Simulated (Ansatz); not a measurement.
# CO2 (Pa-3): the gap up the ladder of methods, part 2 of 2

What gap does each level of theory give for CO2 (Pa-3), and in what time?

Ansatz 0.2.0; density functionals, hybrids and G0W0, plane waves, PAW. Known limits of the many-body steps: finite bands, screening cutoff and k mesh; no spin-orbit coupling in G0W0.

So far. Step 6 (HSE06 on the 4×4×4 mesh): Over mesh and listed points the gap is 8.624 eV, direct, at k = Γ. HSE06 against PBE: 8.624 − 6.871 = +1.753 eV, with the same mesh, files and cutoff, and both edges at the same k points. Step 7 (PBE0 on the 4×4×4 mesh): Over mesh and listed points the gap is 9.408 eV, direct, at k = Γ. PBE0 against HSE06: 9.408 − 8.624 = +0.784 eV, with the same mesh, files and cutoff, and both edges at the same k points.

In doubt: masses and optical values from hybrid runs of this build are listed as unsure (step 10), which bears on the screening that GW takes from such a start.

### 8. DDH-PBE0 on the 4×4×4 mesh

The input asks for a share of exact exchange of one over the crystal's ε∞, which the program works out first.

This step: DFT, dielectric-dependent PBE0 (fraction 1/eps_inf of PBE), plane waves, PAW; PAW set soft_1.

The input, input.yaml:

```yaml
crystal:
  lattice:
    - [5.49707328, 0.0, 0.0]
    - [0.0, 5.49707328, 0.0]
    - [0.0, 0.0, 5.49707328]
  atoms:
    - { symbol: C, position: [0.0, 0.0, 0.0] }
    - { symbol: C, position: [0.5, 0.0, 0.5] }
    - { symbol: C, position: [0.5, 0.5, 0.0] }
    - { symbol: C, position: [0.0, 0.5, 0.5] }
    - { symbol: O, position: [0.12253698, 0.12253698, 0.12253698] }
    - { symbol: O, position: [0.37746302, 0.87746302, 0.62253698] }
    - { symbol: O, position: [0.62253698, 0.37746302, 0.87746302] }
    - { symbol: O, position: [0.87746302, 0.62253698, 0.37746302] }
    - { symbol: O, position: [0.87746302, 0.87746302, 0.87746302] }
    - { symbol: O, position: [0.62253698, 0.12253698, 0.37746302] }
    - { symbol: O, position: [0.37746302, 0.62253698, 0.12253698] }
    - { symbol: O, position: [0.12253698, 0.37746302, 0.62253698] }
  host: atoms
kpoints:
  mp_grid: { grid: [4, 4, 4] }
  band_path:
    path:
      - [0.0, 0.0, 0.0]
      - [0.0, 0.5, 0.0]
      - [0.5, 0.5, 0.0]
      - [0.5, 0.5, 0.5]
      - [0.5, 0.0, 0.0]
    npoints: 1
hamiltonian:
  xc:
    exchange: pbe
    correlation: pbe
    exx: { coeff: inverse_dielectric }
  pseudopotentials: { kind: paw, azcp: { folder: soft_1 } }
scf:
  occupations: { method: fixed }
  n_extra_bands: 8
output:
  eigenvalues: true
```

Command:

```bash
> ansatz run input.yaml --threads 4 --pin off --max-ram 138240MiB --backend cuda --events-out ev --progress --plain --runs-dir out --devices 1 --max-vram 26GiB
```

Numbers of over 12 decimals in the logs are rounded to 6 here.

What it wrote:

```text
[...]
the fraction of exact exchange is that of a crystal of C4O8
GPUs: using 1 of 1 available (devices: 1).
[...]
a weight of exact exchange comes from the crystal, and the text's number only plans the run
Solving k-mesh 2×2×2 for the fraction of exact exchange
[...]
Fermi energy:    -4.938697 eV
[...]
--- Band table (eV; the first three rows and the last of 11) ---
  k-point 0: bands = [... 28 lower, -5.1971, -5.1971, -4.9387, -4.9387, 6.9733, 8.5962, 8.5962, 8.5962, ... 4 higher]
  k-point 1: bands = [... 28 lower, -5.2387, -5.1407, -5.0712, -4.9612, 7.4302, 8.5044, 8.7178, 8.7567, ... 4 higher]
  k-point 2: bands = [... 28 lower, -5.3308, -5.3308, -5.0344, -5.0344, 8.4919, 8.4919, 8.6606, 8.6606, ... 4 higher]
  k-point 10: bands = [... 28 lower, -5.3465, -5.3465, -5.3465, -5.3465, 8.5034, 8.5034, 8.5034, 8.5034, ... 4 higher]
[key lines of the parts left out:]
Free energy (F): -5536.865628 eV
```

Elapsed: 24 s, on 1 × NVIDIA H100 80GB HBM3 (shared by 3 runs) with 4 threads of AMD EPYC 7R13 (Zen 3), shared host; peak memory 1.5 GiB; 43 s of CPU time.

Numbers from this step:

| Item | Value |
| --- | --- |
| gap | 11.91 eV |
| valence top at | Γ |
| conduction bottom at | Γ |
| least direct gap | 11.91 eV |
| exact-exchange fraction | 0.4914 |

Over mesh and listed points the gap is 11.912 eV, direct, at k = Γ. DDH-PBE0 against PBE0: 11.912 − 9.408 = +2.504 eV, with the same mesh, files and cutoff, and both edges at the same k points.

### 9. G0W0@PBE, 4×4×4 mesh, 910 empty bands, screening to 180 eV, PAW set soft_1 files

G0W0 replaces the xc potential by a self-energy built once from the orbitals of the start. Levels are corrected in the window of bands that the input names, at points of the mesh.

This step: G0W0 on PBE, plane waves, PAW; PAW set soft_1.

input.yaml: that of step 8 with these lines changed.

```diff
@@ -18,18 +18,6 @@
     - { symbol: O, position: [0.12253698, 0.37746302, 0.62253698] }
-  host: atoms
 kpoints:
   mp_grid: { grid: [4, 4, 4] }
-  band_path:
-    path:
-      - [0.0, 0.0, 0.0]
-      - [0.0, 0.5, 0.0]
-      - [0.5, 0.5, 0.0]
-      - [0.5, 0.5, 0.5]
-      - [0.5, 0.0, 0.0]
-    npoints: 1
 hamiltonian:
-  xc:
-    exchange: pbe
-    correlation: pbe
-    exx: { coeff: inverse_dielectric }
+  xc: pbe
   pseudopotentials: { kind: paw, azcp: { folder: soft_1 } }
@@ -37,4 +25,7 @@
   occupations: { method: fixed }
-  n_extra_bands: 8
-output:
-  eigenvalues: true
+gw:
+  n_empty_bands: 910
+  ecut_chi: 180.0
+  qp_bands: [v4, c4]
+  qp_kpoints: band_edges
+  screening: { model: contour_deformation }
```

What it wrote:

```text
GPUs: using 1 of 1 available (devices: 1).
[...]
GPU FFT provider: cuFFT
GPU libraries: cuBLAS 13.8.2, cuFFT 12.4.0, cuSOLVER 12.3.4
Crystal: 12 atoms, lattice volume = 166.110 Å³
Basis set: ecut = 420 eV, 3239 PW (Γ)
Bands: 44, of which v1, the nominal top of the filled ones, is band 32 counted from 1 (31 counted from 0)
Symmetry: 24 space group operations
[...]
k-points: 11 of 64
[...]
0    36      6.3073   -11.0373    -3.4874   -17.3055  0.8380     9.1337     9.0880  root
[...]
10    33      6.2346   -10.9297    -3.4671   -17.1562  0.8388     9.0382     8.9939  root
    10    34      6.2346   -10.9297    -3.4671   -17.1562  0.8388     9.0382     8.9939  root
    10    35      6.2346   -10.9297    -3.4671   -17.1562  0.8388     9.0382     8.9939  root
    10    36      6.2346   -10.9297    -3.4671   -17.1562  0.8388     9.0382     8.9939  root
[key lines of the parts left out:]
SCF converged after 8 iterations
Free energy (F): -5539.526389 eV
Fermi energy:    -1.652406 eV
```

Elapsed: 62 s, on 1 × NVIDIA H100 80GB HBM3 (shared by 3 runs) with 4 threads; peak memory 2.6 GiB; 1.8 min of CPU time.

Numbers from this step:

```yaml
bands_summed: 942
rpa_eps_infinity_on_this_mesh_eigenvalues: 1.944, 1.944, 1.944
plane_waves_in_the_screening_matrix: 925
g0w0_gap_over_the_corrected_points: 10.59 eV
k_of_the_valence_top: 0, 0, 0
k_of_the_conduction_bottom: 0, 0, 0
starting_gap_on_the_mesh: 6.871 eV
z_at_the_valence_top: 0.8127
z_at_the_conduction_bottom: 0.8783
least_direct_g0w0_gap_over_the_corrected_points: 10.59 eV
```

Over all 11 irreducible mesh points the G0W0 gap is 10.585 eV, direct, at k = Γ. The PBE gap of this run on the mesh is 6.871 eV. The two states that bound the G0W0 gap lie that far apart at the start, so the correction of the gap is 10.585 − 6.871 = +3.714 eV.

### 10. G0W0@HSE06, 4×4×4 mesh, 910 empty bands, screening to 180 eV, PAW set soft_1 files

This step: G0W0 on HSE06, plane waves, PAW; PAW set soft_1.

input.yaml: that of step 9 with these lines changed.

```diff
@@ -21,3 +21,3 @@
 hamiltonian:
-  xc: pbe
+  xc: hse06
   pseudopotentials: { kind: paw, azcp: { folder: soft_1 } }
```

What it wrote:

```text
GPUs: using 1 of 1 available (devices: 1).
[...]
GPU FFT provider: cuFFT
GPU libraries: cuBLAS 13.8.2, cuFFT 12.4.0, cuSOLVER 12.3.4
Crystal: 12 atoms, lattice volume = 166.110 Å³
Basis set: ecut = 420 eV, 3239 PW (Γ)
Bands: 44, of which v1, the nominal top of the filled ones, is band 32 counted from 1 (31 counted from 0)
Symmetry: 24 space group operations
[...]
k-points: 11 of 64
[...]
0    35      7.0757   -10.5146    -3.1723   -15.9133  0.8647     9.3217     9.3021  root
     0    36      7.0757   -10.5146    -3.1723   -15.9133  0.8647     9.3217     9.3021  root
[...]
10    33      6.9930   -10.4028    -3.1576   -15.7710  0.8654     9.2227     9.2036  root
    10    34      6.9930   -10.4028    -3.1576   -15.7710  0.8654     9.2227     9.2036  root
    10    35      6.9930   -10.4028    -3.1576   -15.7710  0.8654     9.2227     9.2036  root
    10    36      6.9930   -10.4028    -3.1576   -15.7710  0.8654     9.2227     9.2036  root
[key lines of the parts left out:]
Free energy (F): -5537.041287 eV
Fermi energy:    -2.894143 eV
```

Run time: 2.5 min. Hardware: 1 × NVIDIA H100 80GB HBM3 (shared by 3 runs) with 4 threads; peak memory 2.9 GiB; 3.4 min of CPU time.

Numbers from this step:

```yaml
bands_summed: 942
rpa_eps_infinity_on_this_mesh_eigenvalues: 1.816, 1.816, 1.816
plane_waves_in_the_screening_matrix: 925
g0w0_gap_over_the_corrected_points: 11.25 eV
k_of_the_valence_top: 0, 0, 0
k_of_the_conduction_bottom: 0, 0, 0
starting_gap_on_the_mesh: 8.624 eV
z_at_the_valence_top: 0.8405
z_at_the_conduction_bottom: 0.8975
least_direct_g0w0_gap_over_the_corrected_points: 11.25 eV
```

Over all 11 irreducible mesh points the G0W0 gap is 11.248 eV, direct, at k = Γ. The HSE06 gap of this run on the mesh is 8.624 eV. The two states that bound the G0W0 gap lie that far apart at the start, so the correction of the gap is 11.248 − 8.624 = +2.624 eV. G0W0@HSE06 against G0W0@PBE with 942 bands: 11.248 − 10.585 = +0.663 eV, with the same mesh, files and cutoffs, and both edges at the same k points.

### 11. G0W0@LDA, 4×4×4 mesh, 910 empty bands, screening to 180 eV, PAW set soft_1 files

This step: G0W0 on LDA, plane waves, PAW; PAW set soft_1.

input.yaml: that of step 10 with these lines changed.

```diff
@@ -21,4 +21,4 @@
 hamiltonian:
-  xc: hse06
-  pseudopotentials: { kind: paw, azcp: { folder: soft_1 } }
+  xc: lda
+  pseudopotentials: { kind: paw, azcp: { folder: soft_1 }, xc_functional: pbe }
 scf:
```

What it wrote:

```text
GPUs: using 1 of 1 available (devices: 1).
[...]
GPU FFT provider: cuFFT
GPU libraries: cuBLAS 13.8.2, cuFFT 12.4.0, cuSOLVER 12.3.4
Crystal: 12 atoms, lattice volume = 166.110 Å³
Basis set: ecut = 420 eV, 3239 PW (Γ)
Bands: 44, of which v1, the nominal top of the filled ones, is band 32 counted from 1 (31 counted from 0)
Symmetry: 24 space group operations
[...]
k-points: 11 of 64
[...]
0    36      5.8707   -11.0390    -3.6125   -17.5717  0.8334     8.8459     8.7910  root
[...]
10    33      5.7928   -10.9242    -3.5906   -17.4193  0.8344     8.7507     8.6972  root
    10    34      5.7928   -10.9242    -3.5906   -17.4193  0.8344     8.7507     8.6972  root
    10    35      5.7928   -10.9242    -3.5906   -17.4193  0.8344     8.7507     8.6972  root
    10    36      5.7928   -10.9242    -3.5906   -17.4193  0.8344     8.7507     8.6972  root
[key lines of the parts left out:]
SCF converged after 9 iterations
Free energy (F): -5408.191690 eV
Fermi energy:    -1.965443 eV
```

Wall time 38 s (1 × NVIDIA H100 80GB HBM3 (shared by 3 runs) with 4 threads); peak memory 3.2 GiB.

Numbers from this step:

```
bands summed                                    : 942
RPA ε∞ on this mesh (eigenvalues)               : 1.993, 1.993, 1.993
plane waves in the screening matrix             : 925
G0W0 gap over the corrected points              : 10.46 eV
k of the valence top                            : 0, 0, 0
k of the conduction bottom                      : 0, 0, 0
starting gap on the mesh                        : 6.576 eV
Z at the valence top                            : 0.8079
Z at the conduction bottom                      : 0.8747
least direct G0W0 gap over the corrected points : 10.46 eV
```

Over all 11 irreducible mesh points the G0W0 gap is 10.461 eV, direct, at k = Γ. The LDA gap of this run on the mesh is 6.576 eV. The two states that bound the G0W0 gap lie that far apart at the start, so the correction of the gap is 10.461 − 6.576 = +3.885 eV. G0W0@LDA against G0W0@HSE06 with 942 bands: 10.461 − 11.248 = −0.787 eV, with the same mesh, files and cutoffs, and both edges at the same k points.

### 12. Gap and time by level

Each gap is the least one over the points named; times are wall times on shared hosts, not benchmarks. A G0W0 time includes the run's own self-consistent start. Runs with listed points see these and the mesh alone, so an edge that moves elsewhere is missed. Rows marked * are further runs, not shown as steps, whose inputs differ from the G0W0 step on the same start in the columns given; solver thresholds can differ too.

| level | mesh | files, cutoff | bands summed, screening | points | gap (eV) | valence top | conduction bottom | least direct gap (eV) | time |
| --- | --- | --- | --- | --- | --- | --- | --- | --- | --- |
| LDA | 4×4×4 | soft_1 PAW, 420 eV | - | mesh and listed points | 6.576 | Γ | Γ | 6.576 | 5.9 s |
| PBEsol | 4×4×4 | soft_1 PAW, 420 eV | - | mesh and listed points | 6.789 | Γ | Γ | 6.789 | 3.6 s |
| PBE | 4×4×4 | soft_1 PAW, 420 eV | - | mesh and path | 6.871 | Γ | Γ | 6.871 | 6.1 s |
| r2SCAN | 4×4×4 | soft_1 PAW, 500 eV | - | mesh and listed points | 7.494 | Γ | Γ | 7.494 | 5.8 s |
| HSE06 | 4×4×4 | soft_1 PAW, 420 eV | - | mesh and listed points | 8.624 | Γ | Γ | 8.624 | 23 s |
| PBE0 | 4×4×4 | soft_1 PAW, 420 eV | - | mesh and listed points | 9.408 | Γ | Γ | 9.408 | 26 s |
| DDH-PBE0 | 4×4×4 | soft_1 PAW, 420 eV | - | mesh and listed points | 11.912 | Γ | Γ | 11.912 | 24 s |
| G0W0@PBE* | 4×4×4 | soft_1 PAW, 420 eV | 181, 54 eV | all 11 irreducible mesh points | 10.325 | Γ | Γ | 10.325 | 20 s |
| G0W0@PBE* | 4×4×4 | soft_1 PAW, 420 eV | 455, 108 eV | all 11 irreducible mesh points | 10.442 | Γ | Γ | 10.442 | 30 s |
| G0W0@PBE | 4×4×4 | soft_1 PAW, 420 eV | 942, 180 eV | all 11 irreducible mesh points | 10.585 | Γ | Γ | 10.585 | 62 s |
| G0W0@PBE* | 2×2×2 | soft_1 PAW, 420 eV | 455, 108 eV | all 4 irreducible mesh points | 10.449 | Γ | Γ | 10.449 | 13 s |
| G0W0@HSE06 | 4×4×4 | soft_1 PAW, 420 eV | 942, 180 eV | all 11 irreducible mesh points | 11.248 | Γ | Γ | 11.248 | 2.5 min |
| G0W0@LDA | 4×4×4 | soft_1 PAW, 420 eV | 942, 180 eV | all 11 irreducible mesh points | 10.461 | Γ | Γ | 10.461 | 38 s |

### 13. What came out

```yaml
lda_over_mesh_and_listed_points: 6.576 eV
pbesol_over_mesh_and_listed_points: 6.789 eV
pbe_over_mesh_and_path: 6.871 eV
r2scan_over_mesh_and_listed_points: 7.494 eV
hse06_over_mesh_and_listed_points: 8.624 eV
pbe0_over_mesh_and_listed_points: 9.408 eV
ddh_pbe0_over_mesh_and_listed_points: 11.912 eV
g0w0_pbe_942_bands_4x4x4_over_all_11_irreducible_mesh_points: 10.585 eV
g0w0_hse06_over_all_11_irreducible_mesh_points: 11.248 eV
g0w0_lda_over_all_11_irreducible_mesh_points: 10.461 eV
known_limits: finite bands, screening cutoff and k mesh; no spin-orbit coupling in G0W0
```

**Reading.** The rows run from 6.576 eV (LDA) to 11.912 eV (DDH-PBE0). They differ in mesh, plane-wave cutoff, bands and screening cutoff of G0W0 and the points over which the gap was sought as well as in level, so only pairs that share these are like for like. PBEsol against LDA: 6.789 − 6.576 = +0.213 eV, with the same mesh, files and cutoff, and both edges at the same k points. PBE against PBEsol: 6.871 − 6.789 = +0.082 eV, with the same mesh, files and cutoff, and both edges at the same k points. HSE06 against PBE: 8.624 − 6.871 = +1.753 eV, with the same mesh, files and cutoff, and both edges at the same k points. PBE0 against HSE06: 9.408 − 8.624 = +0.784 eV, with the same mesh, files and cutoff, and both edges at the same k points. DDH-PBE0 against PBE0: 11.912 − 9.408 = +2.504 eV, with the same mesh, files and cutoff, and both edges at the same k points. G0W0@HSE06 against G0W0@PBE with 942 bands: 11.248 − 10.585 = +0.663 eV, with the same mesh, files and cutoffs, and both edges at the same k points. G0W0@LDA against G0W0@HSE06 with 942 bands: 10.461 − 11.248 = −0.787 eV, with the same mesh, files and cutoffs, and both edges at the same k points. The dielectric-dependent hybrid took 0.491 of exact exchange, against 0.25 in PBE0. G0W0@PBE (942 bands, 4×4×4) moves the gap of its own start on the mesh by 10.585 − 6.871 = +3.714 eV, between the same two levels. Both edges that PBE shows over mesh and path lie at k points where levels were corrected. Levels at other points were not corrected, so a lower G0W0 gap elsewhere in the zone is not ruled out. G0W0@HSE06 moves the gap of its own start on the mesh by 11.248 − 8.624 = +2.624 eV, between the same two levels. Both edges that HSE06 shows over mesh and listed points lie at k points where levels were corrected. Levels at other points were not corrected, so a lower G0W0 gap elsewhere in the zone is not ruled out. G0W0@LDA moves the gap of its own start on the mesh by 10.461 − 6.576 = +3.885 eV, between the same two levels. Both edges that LDA shows over mesh and listed points lie at k points where levels were corrected. Levels at other points were not corrected, so a lower G0W0 gap elsewhere in the zone is not ruled out. For G0W0@PBE: from 181 bands and 54 eV to 942 bands and 180 eV the gap moves by 10.585 − 10.325 = +0.260 eV (rung by rung 10.325, 10.442, 10.585 eV); bands and screening cutoff rise together, so their parts are not told apart. A line in one over the bands through the two highest rungs gives 10.585 + (10.585 − 10.442) × 455 / (942 − 455) = 10.719 eV, and through the pair below 10.442 + (10.442 − 10.325) × 181 / (455 − 181) = 10.519 eV. The two differ by 0.200 eV, not under the 0.030 eV asked, so the law does not hold well over these rungs and the limit is not known. The other G0W0 rows are shown at one basis each (942 bands), so their distance from the limit is not known here. With the 2×2×2 mesh in place of the 4×4×4 mesh and all else as in the G0W0@PBE row with 455 bands, the gap differs by 10.449 − 10.442 = +0.007 eV, and that of the start by 6.871 − 6.871 = +0.000 eV. The G0W0 runs are scalar-relativistic. G0W0@PBE runs of this series with other atomic data on the same mesh, not shown as steps, give 10.737 eV (hard PAW, 930 eV, 1382 bands, screening to 234 eV); where bands and cutoffs differ too, the part of the files is not isolated.

[Paths, hosts, dates, memory and timing lines, banners, echoed tables and standing remarks are left out of the program output.]

[Logs are printed without paths, hosts, clocks, repeated set-up lines and the standing remarks that a program may print on its own settings, such as how far it seeks lower states.]

[Runs of the session that timed out or met a known fault of the program may be left out.]

[Cells called generated may have been cut or substituted from an entry of the Crystallography Open Database or the Materials Project.]

[Hosts, paths, dates, database ids (printed as entryN), source tags and the programs' standing remarks are cut or masked in the printed files.]

[Where an RPA ε∞ is given, it is that of the G0W0 mesh and is not shown converged in it. Names of k-points follow the symmetry that the program found, which can be lower than the space group named. Band edges on a path are those of the sampled points; other points can move an edge, and change direct to indirect where valleys lie close.]

[Hybrid gaps are those of their k-mesh and are not shown converged in it.]
